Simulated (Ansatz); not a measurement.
# How H-capped CdS nanowire along [112] changes with size parameter of the section

How do forces, charges and cost change as the structure grows and the share of atoms at its surface or edge shifts?

Computed with Ansatz 0.2.0: Kohn-Sham DFT, PBEsol, PAW (set soft_2). Every run is a single point, with the atoms held where the recipe put them (cutoff of the plane-wave runs 420 eV, fermi-dirac smearing of 0.025 eV).

First member: hexagon section of size parameter 3.53 Å cut from zinc-blende CdS (a = 5.818 Å) along [112], 1 period, broken bonds capped with H, 10 Å of vacuum.

Last member: hexagon section of size parameter 6.53 Å cut from zinc-blende CdS (a = 5.818 Å) along [112], 1 period, broken bonds capped with H, 10 Å of vacuum.

The members:

| size parameter of the section (Å) | reduced formula | atoms | valence electrons | k-mesh | basis |
| --- | --- | --- | --- | --- | --- |
| 3.53 | Cd2H7S3 | 24 | 130 | 1×1×2 | plane waves |
| 4.53 | CdH2S | 44 | 308 | 1×1×2 | plane waves |
| 5.53 | Cd15H22S13 | 50 | 400 | 1×1×2 | plane waves |
| 6.53 | Cd11H15S11 | 74 | 602 | 1×1×2 | plane waves |

The input of the first member, without its atom lines; other members have their own cell and atoms, and may differ in mesh, basis and outputs:

```yaml
crystal:
  lattice:
    - [16.89004, 0.0, 0.0]
    - [0.0, 17.23878, 0.0]
    - [0.0, 0.0, 7.12557]
  atoms:
    [... 24 lines ...]
kpoints:
  mp_grid: { grid: [1, 1, 2] }
hamiltonian:
  xc: pbesol
scf:
  occupations: { method: fermi_dirac, width: 0.025 }
output:
  forces: true
  populations: true
  dos:
    method: { smearing: { sigma: 0.08 } }
    de: 0.1
    projected:
      site_lists:
        Cd: [Cd]
        H: [H]
        S: [S]
        wire: [0, 1, 2, 3, 4, 5, 6, 7, 8, 9]
        hydrogen: [10, 11, 12, 13, 14, 15, 16, 17, 18, 19, 20, 21, 22, 23]
  eigenvalues: true
  write_density: true
  write_potential: true
  volumetric_format: npy
```

Predict the trends along the series.

Results; charges are mean Löwdin charges in e:

| size parameter of the section (Å) | r.m.s. force (eV/Å) | q(S) | q(H) | q(Cd) |
| --- | --- | --- | --- | --- |
| 3.53 | 0.882 | -0.31 | -0.03 | +1.09 |
| 4.53 | 0.732 | -0.62 | -0.12 | +1.18 |
| 5.53 | 0.465 | -0.82 | -0.18 | +1.23 |
| 6.53 | 0.631 | -0.76 | -0.12 | +1.21 |

The projection misses up to 0.087 e an atom, so the charges add up to more than the cell's charge. Each mean runs over all atoms of an element, whatever their surroundings.

Bonds in each cell, which the recipe sets and DFT didn't move; cutoffs follow each cell's own g(r) within set bounds (mean length in Å, and neighbours of the second kind about the first):

| size parameter of the section (Å) | Cd-S length | Cd-S count | H-S length | H-S count |
| --- | --- | --- | --- | --- |
| 3.53 | 2.521 | 3.25 | 1.350 | 0.79 |
| 4.53 | 2.521 | 3.00 | 1.329 | 0.50 |
| 5.53 | 2.519 | 3.00 | 1.348 | 0.32 |
| 6.53 | 2.520 | 3.32 | 1.337 | 0.50 |

Cost on 8 threads of Intel Xeon Platinum 8488C (Sapphire Rapids), shared host:

| size parameter of the section (Å) | atoms | basis | k-mesh | SCF cycles | time | host memory (GiB) | Δ force from the first basis (meV/Å) |
| --- | --- | --- | --- | --- | --- | --- | --- |
| 3.53 | 24 | plane waves | 1×1×2 | 16 | 5.5 s | 2.4 | - |
| 3.53 | 24 | support functions | 1×1×2 | 20 | 34 s | 2.8 | 2.4 |
| 4.53 | 44 | plane waves | 1×1×2 | 18 | 17 s | 5.6 | - |
| 4.53 | 44 | support functions | 1×1×2 | 20 | 39 s | 3.6 | 2.1 |
| 5.53 | 50 | plane waves | 1×1×2 | 26 | 26 s | 6.6 | - |
| 5.53 | 50 | support functions | 1×1×2 | 33 | 66 s | 3.8 | 1.7 |
| 6.53 | 74 | plane waves | 1×1×2 | 22 | 55 s | 13 | - |
| 6.53 | 74 | support functions | 1×1×2 | 22 | 79 s | 5.2 | 2.0 |

Times include the outputs that each run asked for, on hosts shared with other jobs.

The mean charge on S is lowest at 5.53 Å (-0.82 e) and highest at 3.53 Å (-0.31 e). Support functions take 1.4 to 6.2 times the wall time of plane waves (the times hold unlike extra outputs; shared hosts, so rough). The r.m.s. force is lowest at 5.53 Å (0.46 eV/Å) and highest at 3.53 Å (0.88 eV/Å). The composition changes with the cut, as the formulas show, and that bears on charges and levels too. All of the 4 members have partly filled levels at the Fermi energy, as cut bonds or an unbalanced electron count at the surface can give; spin polarisation, left out here, could split them.

**Limits.** Beside vacuum, support functions can miss their usual error bounds without a warning. Caps of real hydrogen don't mimic the fractional bonds of a polar compound, so surface states and strained caps may belong to the model. Some meshes are too coarse along the periodic directions to show band edges or a metallic band.

[Logs are printed without paths, hosts, clocks, repeated set-up lines and the standing remarks that a program may print on its own settings, such as how far it seeks lower states.]

[Hosts, paths, dates, database ids (printed as entryN), source tags and the programs' standing remarks are cut or masked in the printed files.]
